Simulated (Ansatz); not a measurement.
# Antimonene bilayer (AA) in a perpendicular field

Wanted: the out-of-plane response of the antimonene bilayer (AA). A positive field points along +c.

Method: plane-wave DFT, PBE-D3(BJ), Ansatz PAW (set soft_1); PAW set soft_1, in the first sound run; inputs show where later runs differ, in Ansatz 0.2.0.

**1. Starting point**

The cell holds 4 atoms: 4 Sb. Its edges and angles: a = 4.120 Å, b = 4.120 Å, c = 43.600 Å, α = 90.0°, β = 90.0°, γ = 120.0°. Regions: layer 1: antimonene, 2 atoms (2 Sb); layer 2: antimonene, 2 atoms (2 Sb). Vacuum lies along c.

**2. Relaxation**

The starting cell is a guess, so the in-plane lattice and the atoms are relaxed first, with the slab cut off from its images along the normal.

Input file input.yaml:

```yaml
crystal:
  lattice:
    - [4.12, 0.0, 0.0]
    - [-2.06, 3.5680246636, 0.0]
    - [0.0, 0.0, 43.5999999986]
  atoms:
    - { symbol: Sb, position: [0.6666666667, 0.3333333333, 0.4277522936] }
    - { symbol: Sb, position: [0.3333333333, 0.6666666667, 0.4655963303] }
    - { symbol: Sb, position: [0.6666666667, 0.3333333333, 0.5344036697] }
    - { symbol: Sb, position: [0.3333333333, 0.6666666667, 0.5722477064] }
  periodic: [true, true, false]
kpoints:
  mp_grid: { grid: [12, 12, 1] }
hamiltonian:
  xc: pbe
  dispersion: d3bj
  pseudopotentials: { kind: paw, azcp: { folder: soft_1 } }
scf:
  occupations: { method: fermi_dirac, width: 0.05 }
  convergence: { dr2_threshold: 1.0e-09 }
relax:
  f_tol: 0.004
  max_steps: 90
  cell: {}
output:
  write_potential: true
  write_density: true
  volumetric_format: npy
```

On the command line:

```
$ ansatz run input.yaml --threads 4 --pin off --max-ram 6144MiB --backend cpu --events-out ev --progress --plain --runs-dir out
```

Numbers of over 12 decimals in the logs are rounded to 6 here.

The log of the run:

```text
Warning: relax.cell: scf.convergence.dr2_threshold = 1e-9 eV is looser than the 1.50551394521e-10 eV advised for a relaxation that steers and ends on the stress (1e-10 eV for each atom of the cell: 4, times the square of relax.cell.stress_2d_tol = 0.05 N/m over 16.3 Å (the atoms' height at the walk's start and 5 Å past either face), 3.067e-2 GPa, over a crystal's default 0.05). What an SCF threshold leaves in a stress goes as its square root, and in the free energy as the threshold itself, and one threshold admits the most on a small cell: [figures from the program's tests cut] Set scf.convergence.dr2_threshold to 1.50551394521e-10 eV or tighter. [rest of the remark cut]
Engine: ansatz 0.2.0, x86_64-unknown-linux-gnu
Pseudopotentials: kind: paw
Pseudopotential: Sb, paw, valence charge 15, recommended cutoff 420 eV (normal), soft_1/Sb.paw.azcp
Functional definition: PBE
  parameter kappa = 0.804
  parameter beta = 0.066725
  exchange = pbe_x(kappa = kappa, mu = beta*pi^2/3)
  correlation = pbe_c(beta = beta)
Crystal: 4 atoms, lattice volume = 640.931 Å³
Basis set: ecut = 420 eV, 12397 PW (Γ), exchange–correlation on 60×60×600 points (8 copies of the dense FFT grid, shifted against one another)
Bands: 36, of which v1, the nominal top of the filled ones, is band 30 counted from 1 (29 counted from 0)
Symmetry: 12 space group operations
Space group: P-3m1 (ITA 164), of the structure as read, at distance tolerance 8.6e-5 Å
k-points: 19 of 144
Non-local potential: Sb, projectors of the file, l = 0: 2, l = 1: 2, l = 2: 2, l = 3: 1
PAW form: soft (Blöchl's): semilocal exchange-correlation on the pseudo side does not see the compensation charge
PAW one-centre angular grid: Sb, 590 points (default); XC on 64 Gauss nodes
Initial density: superposition of atomic densities (neutral atoms: chi_scale 0, normalization atom)
Initial wavefunctions: pseudopotential atomic-orbital guess
Functional: x = pbe(κ = 0.804, μ = 0.219515), c = pbe(β = 0.066725)
iter 1 solved again at ethr=7.17e-4 eV; its pass at ethr=3.10e-3 eV (dr2=4.30e-1 eV) is discarded
SCF iter   1: F=—  HF=-25939.303957 eV  |F-HF|=—  |Δ(HF+E_count)|=         —  Δρ=8.13e-3  dr2=4.33e-1  ethr=7.17e-4  ⟨swp⟩=2.0  Hψ=5441  notcnv=0
preconditioner: auto → LDOS  [insulator: Δε(μ)=0.370 eV  Ē_g=7.371 eV  σ=0.050 eV  W_gap=0.95  n_scr=66 (ndim 8)  ℏωp=6.6 eV  f_vac=0.753  D(μ)=0.08/eV (n_scr^D=2)  ε∞_Penn≈1.8  β→1.0]
SCF iter   2: F=—  HF=-25939.276140 eV  |F-HF|=—  |Δ(HF+E_count)|=   2.78e-2  Δρ=1.62e-3  dr2=1.38e-1  ethr=7.17e-4  ⟨swp⟩=4.2  Hψ=1126  notcnv=0
SCF iter   3: F=—  HF=-25939.315244 eV  |F-HF|=—  |Δ(HF+E_count)|=   3.91e-2  Δρ=2.55e-3  dr2=5.04e-1  ethr=2.30e-4  ⟨swp⟩=5.1  Hψ=1452  notcnv=0  recentre
SCF iter   4: F=—  HF=-25939.257841 eV  |F-HF|=—  |Δ(HF+E_count)|=   5.74e-2  Δρ=4.74e-4  dr2=1.44e-3  ethr=2.30e-4  ⟨swp⟩=3.8  Hψ=1201  notcnv=0  defer=12
SCF iter   5: F=—  HF=-25939.257934 eV  |F-HF|=—  |Δ(HF+E_count)|=   9.25e-5  Δρ=1.55e-4  dr2=2.13e-4  ethr=2.40e-6  ⟨swp⟩=3.6  Hψ=1603  notcnv=0  defer=12
SCF iter   6: F=—  HF=-25939.257889 eV  |F-HF|=—  |Δ(HF+E_count)|=   4.47e-5  Δρ=3.02e-5  dr2=4.43e-6  ethr=3.55e-7  ⟨swp⟩=3.2  Hψ=1380  notcnv=0  defer=12
SCF iter   7: F=—  HF=-25939.257861 eV  |F-HF|=—  |Δ(HF+E_count)|=   2.78e-5  Δρ=8.27e-6  dr2=4.50e-7  ethr=7.38e-9  ⟨swp⟩=3.1  Hψ=1462  notcnv=0  defer=12
SCF iter   8: F=—  HF=-25939.257862 eV  |F-HF|=—  |Δ(HF+E_count)|=   9.43e-8  Δρ=2.75e-6  dr2=6.59e-8  ethr=7.51e-10  ⟨swp⟩=3.0  Hψ=1423  notcnv=0  defer=12
SCF iter   9: F=—  HF=-25939.257862 eV  |F-HF|=—  |Δ(HF+E_count)|=  9.60e-10  Δρ=8.75e-7  dr2=4.61e-9  ethr=1.10e-10  ⟨swp⟩=2.9  Hψ=1383  notcnv=0  defer=12
SCF iter  10: F=-25939.257862 eV  HF=-25939.257862 eV  |F-HF|=8.40e-10  |Δ(HF+E_count)|=   2.50e-9  Δρ=1.55e-7  dr2=1.95e-10  ethr=1.67e-12  ⟨swp⟩=12.1  Hψ=5193  notcnv=0
SCF 1 converged in 10 iterations: F = -25939.257862 eV  dr2 = 1.95e-10
  Residual-converged pass: ⟨swp⟩=1.1  Hψ=761  notcnv=0  max |occ|·‖R‖ = 6.8e-9 eV (tolerance 1.0e-8 eV)  dr2=1.95e-10  dr2_onsite=2.64e-11  max |Δocc| = 3.2e-13
  greatest PAW one-centre occupation: 0.996 electrons in one spin orbital (limit 2), on the Sb atom at site 2 (counted from 0), in its partial waves of l = 2
relax step   1: F+E_penalty+E_count = -25939.25786154 eV  Δ(F+E_penalty+E_count) = +0.000e0 eV  max|allowed force component| = 1.267e-1 eV/Å  Δτ_max = 0.0000 Å  P = -0.950 N/m  Ω = 640.931 Å³  fix = [c, alpha, beta]  reactions: c -0.000 N/m  (10 SCF iters, accepted)
Crystal: 4 atoms, lattice volume = 632.096 Å³
Basis set: ecut = 420 eV, 12277 PW (Γ), exchange–correlation on 60×60×600 points (8 copies of the dense FFT grid, shifted against one another)
Initial density: handed on by an earlier stage of this run
Initial wavefunctions: those handed on with the density
iter 1 solved again at ethr=5.10e-5 eV; its pass at ethr=3.10e-3 eV (dr2=3.06e-2 eV) is discarded
SCF iter   1: F=—  HF=-25939.239350 eV  |F-HF|=—  |Δ(HF+E_count)|=         —  Δρ=2.92e-3  dr2=2.98e-2  ethr=5.10e-5  ⟨swp⟩=3.0  Hψ=4779  notcnv=0
preconditioner: auto → LDOS  [insulator: Δε(μ)=0.209 eV  Ē_g=7.483 eV  σ=0.050 eV  W_gap=0.72  n_scr=66 (ndim 8)  ℏωp=6.6 eV  f_vac=0.766  D(μ)=0.82/eV (n_scr^D=6)  ε∞_Penn≈1.8  β→1.0]
SCF iter   2: F=—  HF=-25939.241892 eV  |F-HF|=—  |Δ(HF+E_count)|=   2.54e-3  Δρ=5.60e-4  dr2=3.04e-3  ethr=4.96e-5  ⟨swp⟩=3.4  Hψ=1560  notcnv=0
SCF iter   3: F=—  HF=-25939.241180 eV  |F-HF|=—  |Δ(HF+E_count)|=   7.12e-4  Δρ=1.73e-4  dr2=1.07e-3  ethr=5.07e-6  ⟨swp⟩=3.1  Hψ=1421  notcnv=0
SCF iter   4: F=—  HF=-25939.241063 eV  |F-HF|=—  |Δ(HF+E_count)|=   1.17e-4  Δρ=8.68e-5  dr2=9.05e-5  ethr=1.78e-6  ⟨swp⟩=2.6  Hψ=912  notcnv=0
SCF iter   5: F=—  HF=-25939.241035 eV  |F-HF|=—  |Δ(HF+E_count)|=   2.80e-5  Δρ=2.34e-5  dr2=3.47e-6  ethr=1.51e-7  ⟨swp⟩=3.3  Hψ=1400  notcnv=0
SCF iter   6: F=—  HF=-25939.241016 eV  |F-HF|=—  |Δ(HF+E_count)|=   1.90e-5  Δρ=6.24e-6  dr2=6.28e-7  ethr=5.78e-9  ⟨swp⟩=2.9  Hψ=1431  notcnv=0
SCF iter   7: F=—  HF=-25939.241016 eV  |F-HF|=—  |Δ(HF+E_count)|=   1.29e-7  Δρ=1.58e-6  dr2=3.60e-8  ethr=1.05e-9  ⟨swp⟩=3.8  Hψ=1485  notcnv=0
SCF iter   8: F=-25939.241016 eV  HF=-25939.241016 eV  |F-HF|=4.98e-9  |Δ(HF+E_count)|=   2.41e-8  Δρ=2.72e-7  dr2=4.76e-10  ethr=1.67e-12  ⟨swp⟩=10.6  Hψ=5989  notcnv=0
SCF 2 converged in 8 iterations: F = -25939.241016 eV  dr2 = 4.76e-10
[...]
SCF iter   3: F=—  HF=-25939.265563 eV  |F-HF|=—  |Δ(HF+E_count)|=   2.81e-4  Δρ=4.15e-4  dr2=1.26e-2  ethr=8.78e-6  ⟨swp⟩=3.6  Hψ=1586  notcnv=0  recentre
SCF iter   4: F=—  HF=-25939.264354 eV  |F-HF|=—  |Δ(HF+E_count)|=   1.21e-3  Δρ=1.51e-4  dr2=1.89e-3  ethr=8.78e-6  ⟨swp⟩=2.5  Hψ=936  notcnv=0
SCF iter   5: F=—  HF=-25939.264149 eV  |F-HF|=—  |Δ(HF+E_count)|=   2.05e-4  Δρ=2.54e-5  dr2=1.62e-5  ethr=3.15e-6  ⟨swp⟩=2.6  Hψ=931  notcnv=0
SCF iter   6: F=—  HF=-25939.264147 eV  |F-HF|=—  |Δ(HF+E_count)|=   1.72e-6  Δρ=8.08e-6  dr2=1.69e-6  ethr=2.69e-8  ⟨swp⟩=3.1  Hψ=1415  notcnv=0
SCF iter   7: F=—  HF=-25939.264120 eV  |F-HF|=—  |Δ(HF+E_count)|=   2.72e-5  Δρ=3.46e-6  dr2=1.92e-7  ethr=2.82e-9  ⟨swp⟩=3.5  Hψ=1428  notcnv=0
SCF iter   8: F=—  HF=-25939.264120 eV  |F-HF|=—  |Δ(HF+E_count)|=   2.54e-8  Δρ=1.10e-6  dr2=2.96e-8  ethr=3.20e-10  ⟨swp⟩=3.3  Hψ=1443  notcnv=0
SCF iter   9: F=—  HF=-25939.264120 eV  |F-HF|=—  |Δ(HF+E_count)|=   1.94e-9  Δρ=3.35e-7  dr2=3.51e-9  ethr=4.93e-11  ⟨swp⟩=3.7  Hψ=1468  notcnv=0
SCF iter  10: F=-25939.264120 eV  HF=-25939.264120 eV  |F-HF|=2.58e-10  |Δ(HF+E_count)|=  4.00e-11  Δρ=5.83e-8  dr2=5.64e-11  ethr=1.67e-12  ⟨swp⟩=11.1  Hψ=4855  notcnv=0
SCF 3 converged in 10 iterations: F = -25939.264120 eV  dr2 = 5.64e-11
relax step   3: F+E_penalty+E_count = -25939.26411968 eV  Δ(F+E_penalty+E_count) = -6.258e-3 eV  max|allowed force component| = 1.286e-2 eV/Å  Δτ_max = 0.0324 Å  P = -0.457 N/m  Ω = 636.259 Å³  energy of the carried Pulay correction = +9.737e-5 eV  fix = [c, alpha, beta]  reactions: c -0.000 N/m  (10 SCF iters, accepted)
[...]
relax step   4: F+E_penalty+E_count = -25939.26622551 eV  Δ(F+E_penalty+E_count) = -2.106e-3 eV  max|allowed force component| = 4.985e-2 eV/Å  Δτ_max = 0.0215 Å  P = +0.109 N/m  Ω = 625.844 Å³  energy of the carried Pulay correction = +3.170e-4 eV  fix = [c, alpha, beta]  reactions: c +0.000 N/m  (8 SCF iters, accepted)
[...]
relax step   5: F+E_penalty+E_count = -25939.26680773 eV  Δ(F+E_penalty+E_count) = -5.822e-4 eV  max|allowed force component| = 1.036e-2 eV/Å  Δτ_max = 0.0055 Å  P = -0.017 N/m  Ω = 628.867 Å³  energy of the carried Pulay correction = +2.529e-4 eV  fix = [c, alpha, beta]  reactions: c -0.000 N/m  (7 SCF iters, accepted)
[...]
relax step   6: F+E_penalty+E_count = -25939.26683090 eV  Δ(F+E_penalty+E_count) = -2.317e-5 eV  max|allowed force component| = 3.180e-4 eV/Å  Δτ_max = 0.0037 Å  P = +0.003 N/m  Ω = 628.714 Å³  energy of the carried Pulay correction = +2.561e-4 eV  fix = [c, alpha, beta]  reactions: c +0.000 N/m  (6 SCF iters, accepted)
Initial wavefunctions: pseudopotential atomic-orbital guess (no wavefunctions were taken with the density)
iter 1 solved again at ethr=4.23e-7 eV; its pass at ethr=3.10e-3 eV (dr2=2.54e-4 eV) is discarded
SCF iter   1: F=—  HF=-25939.266609 eV  |F-HF|=—  |Δ(HF+E_count)|=         —  Δρ=1.06e-5  dr2=3.47e-7  ethr=4.23e-7  ⟨swp⟩=5.1  Hψ=6678  notcnv=0
eigensolver tolerance schedule: the retry pair's looser diagonalisation over-reported the residual by 730.80 of it (diagonalisation noise at 0.11 of the residual, at the tolerance the schedule requests for it); recorded, not acted on — ethr = c·dr2/N_el stays at c = 1.0e-1
preconditioner: auto → LDOS  [insulator: Δε(μ)=0.230 eV  Ē_g=7.403 eV  σ=0.050 eV  W_gap=0.78  n_scr=66 (ndim 8)  ℏωp=6.6 eV  f_vac=0.759  D(μ)=0.21/eV (n_scr^D=2)  ε∞_Penn≈1.8  β→1.0]
SCF iter   2: F=—  HF=-25939.266576 eV  |F-HF|=—  |Δ(HF+E_count)|=   3.22e-5  Δρ=7.92e-6  dr2=5.94e-7  ethr=5.78e-10  ⟨swp⟩=4.0  Hψ=2012  notcnv=0
SCF iter   3: F=—  HF=-25939.266576 eV  |F-HF|=—  |Δ(HF+E_count)|=   1.94e-7  Δρ=1.17e-6  dr2=5.66e-8  ethr=5.78e-10  ⟨swp⟩=2.9  Hψ=1302  notcnv=0
SCF iter   4: F=—  HF=-25939.266576 eV  |F-HF|=—  |Δ(HF+E_count)|=   5.08e-9  Δρ=1.15e-6  dr2=1.03e-7  ethr=9.43e-11  ⟨swp⟩=3.4  Hψ=1148  notcnv=0
SCF iter   5: F=—  HF=-25939.266576 eV  |F-HF|=—  |Δ(HF+E_count)|=   8.72e-9  Δρ=4.53e-7  dr2=1.55e-8  ethr=9.43e-11  ⟨swp⟩=1.9  Hψ=776  notcnv=0
SCF iter   6: F=—  HF=-25939.266576 eV  |F-HF|=—  |Δ(HF+E_count)|=   1.22e-9  Δρ=1.39e-7  dr2=1.53e-9  ethr=2.59e-11  ⟨swp⟩=2.0  Hψ=900  notcnv=0
SCF iter   7: F=-25939.266576 eV  HF=-25939.266576 eV  |F-HF|=1.71e-10  |Δ(HF+E_count)|=  9.46e-11  Δρ=2.37e-8  dr2=2.81e-11  ethr=1.67e-12  ⟨swp⟩=14.4  Hψ=4943  notcnv=0
SCF 7 converged in 7 iterations: F = -25939.266576 eV  dr2 = 2.81e-11
relax step   7: F+E_penalty+E_count = -25939.26657616 eV  Δ(F+E_penalty+E_count) = +2.547e-4 eV  max|allowed force component| = 4.238e-4 eV/Å  Δτ_max = 0.0000 Å  P = +0.003 N/m  Ω = 628.714 Å³  fix = [c, alpha, beta]  reactions: c +0.000 N/m  stress off target by 2.51e-3 N/m on what of the cell is left free  SCF on the basis re-selected at this cell (its energy is not comparable with the rows above)  (7 SCF iters)
basis re-selected at this cell: Δ(F+E_penalty+E_count) = +2.547e-4 eV, ΔP = -0.000 N/m vs the last step (what re-selecting the basis moved, of the pressure what is left beyond the Pulay correction that the steps carried, after the strain that the cell walked since its last selection, with what the two solves' SCF thresholds leave and, on support functions, any second-order correction that the steps lacked; it is no m [...]
SCF converged after 7 iterations
Free energy (F): -25939.266576 eV
Harris-Foulkes:  -25939.266576 eV  (|F-HF|=1.71e-10)
Internal energy: -25939.264362 eV  (E = F + TS)
E sigma→0 (E₀):  -25939.265469 eV
Entropy (-TS):   -0.002215 eV (-0.554 meV/atom)
Fermi energy:    -4.190876 eV
--- Per-component energies (eV) ---
  E_band       = -1518.646614
  E_kinetic    = 649.298786
  E_local      = -188043.101087  (includes V_loc(G=0)·N_el)
  E_nonlocal   = 1558.791626
  E_hartree    = 93052.411288
  E_xc         = -393.933181
  E_vxc        = -360.847960  (∫ρ·V_xc dr)
  E_paw        = -18174.123466  (= ΣΔE_a)
  E_vpaw       = -1427.609805  (= ΣTr[D̂ρ^β])
  E_aug_tail   = 0.000551  (compensation charges beyond the density's cutoff)
  E_ewald      = 85412.679384
  E_disp       = -1.288262  (pairwise vdW)
  E_smearing   = -0.002215  (= −TS)
  E_closure    = 0.000000  (closes the sum)
  Σ components = -25939.266576   (vs F -25939.266576, Δ=0.00e0)
--- Forces (eV/Å), atoms counted from 1 ---
  atom   1  Sb     0.00000000    -0.00000000    -0.00028807
  atom   2  Sb     0.00000000     0.00000000     0.00042382
  atom   3  Sb     0.00000000    -0.00000000    -0.00042382
  atom   4  Sb     0.00000000     0.00000000     0.00028807
  max |Σ_I F_I| component: 4.63e-18 eV/Å
--- 2D stress c σ (N/m, compression-positive) ---
        0.002508      -0.000000       0.000000
       -0.000000       0.002508       0.000000
        0.000000       0.000000       0.000000
  P = ½ c Tr σ = 0.0025 N/m
--- Band table (eV; the first three rows and the last of 19) ---
  k-point 0: bands = [... 26 lower, -4.9118, -4.6744, -4.6744, -4.5828, -3.2327, -2.2033, -2.0795, -2.0795, ... 2 higher]
  k-point 1: bands = [... 26 lower, -5.4041, -5.0947, -4.8445, -4.3446, -2.7243, -2.3675, -2.1536, -1.9643, ... 2 higher]
  k-point 2: bands = [... 26 lower, -5.8161, -5.4958, -5.2237, -4.5181, -3.1856, -2.6197, -1.7774, -1.6670, ... 2 higher]
  k-point 18: bands = [... 26 lower, -7.3675, -7.3675, -6.1764, -6.1764, -4.1150, -2.7723, -1.8799, -1.8799, ... 2 higher]
  the weakly bound empty levels are not read free of the cell's end (no_gap_told)
--- Relaxed structure (6 steps of the walk, 5 accepted, 1 SCFs on fresh bases) ---
  F+E_penalty+E_count = -25939.26657616 eV   max|allowed force component| = 4.238e-4 eV/Å   (the final SCF, on the basis selected at the relaxed cell)
  cell:  # Å, volume = 628.7137 Å³
    - [4.080542, 0.0, 0.0]
    - [-2.040271, 3.533853, 0.0]
    - [0.0, 0.0, 43.5999999986]
  atoms:
    - { symbol: Sb, position: [0.666667, 0.333333, 0.428061] }
    - { symbol: Sb, position: [0.333333, 0.666667, 0.465925] }
    - { symbol: Sb, position: [0.666667, 0.333333, 0.534075] }
    - { symbol: Sb, position: [0.333333, 0.666667, 0.571939] }
```

Run time: 68 s. Hardware: 4 threads of Intel Xeon Platinum 8259CL at 2.50GHz (Skylake/Cascade Lake), shared host; peak memory 1.2 GiB.

Step by step:

| step | energy less that of the first step (eV) | largest force component (eV/Å) | volume (Å³) |
| --- | --- | --- | --- |
| 1 | 0.0000 | 0.1267 | 640.93 |
| 2 | 0.0168 | 0.2557 | 632.10 |
| 3 | -0.0063 | 0.0129 | 636.26 |
| 4 | -0.0084 | 0.0498 | 625.84 |
| 5 | -0.0089 | 0.0104 | 628.87 |
| 6 | -0.0090 | 0.0003 | 628.71 |
| 7* | -0.0087 | 0.0004 | 628.71 |

Relaxation steps marked * repeat the geometry before them on a plane-wave basis chosen anew for their cell, so energy and pressure can jump there. Relaxation step 2 was tried and not accepted.

Forces are held to the 12 operations that the run works with; a distortion that breaks them can't arise in this run.

| cell as run | before | after | change |
| --- | --- | --- | --- |
| a (Å) | 4.120 | 4.081 | -1.0 % |
| b (Å) | 4.120 | 4.081 | -1.0 % |

The atoms that moved most (Å, along periodic axes as changes of fractional coordinates times the final cell, across vacuum about the mean position):

| atom | dx | dy | dz | length |
| --- | --- | --- | --- | --- |
| Sb2 | 0.000 | 0.000 | 0.014 | 0.014 |
| Sb3 | 0.000 | 0.000 | -0.014 | 0.014 |
| Sb1 | 0.000 | 0.000 | 0.013 | 0.013 |
| Sb4 | 0.000 | 0.000 | -0.013 | 0.013 |

Final coordinates:

```xyz
4
Lattice="4.0805 0.0000 0.0000 -2.0403 3.5339 0.0000 0.0000 0.0000 43.6000" Properties=species:S:1:pos:R:3
Sb    2.0403    1.1780   18.6634
Sb    0.0000    2.3559   20.3143
Sb    2.0403    1.1780   23.2857
Sb    0.0000    2.3559   24.9366
```

Numbers from this step:

```yaml
energy_at_zero_smearing: -25939.2655 eV
```

The lattice constant a goes from 4.120 to 4.081 Å.

[end of part 1 of 3]

[Logs are printed without paths, hosts, clocks, repeated set-up lines and the standing remarks that a program may print on its own settings, such as how far it seeks lower states.]

[Hosts, paths, dates, database ids (printed as entryN), source tags and the programs' standing remarks are cut or masked in the printed files.]

[Maps of the electrostatic potential energy from Ansatz leave out the sawtooth potential of an applied field or a dipole correction, so their vacuum need not be flat; planar profiles and work functions include it.]
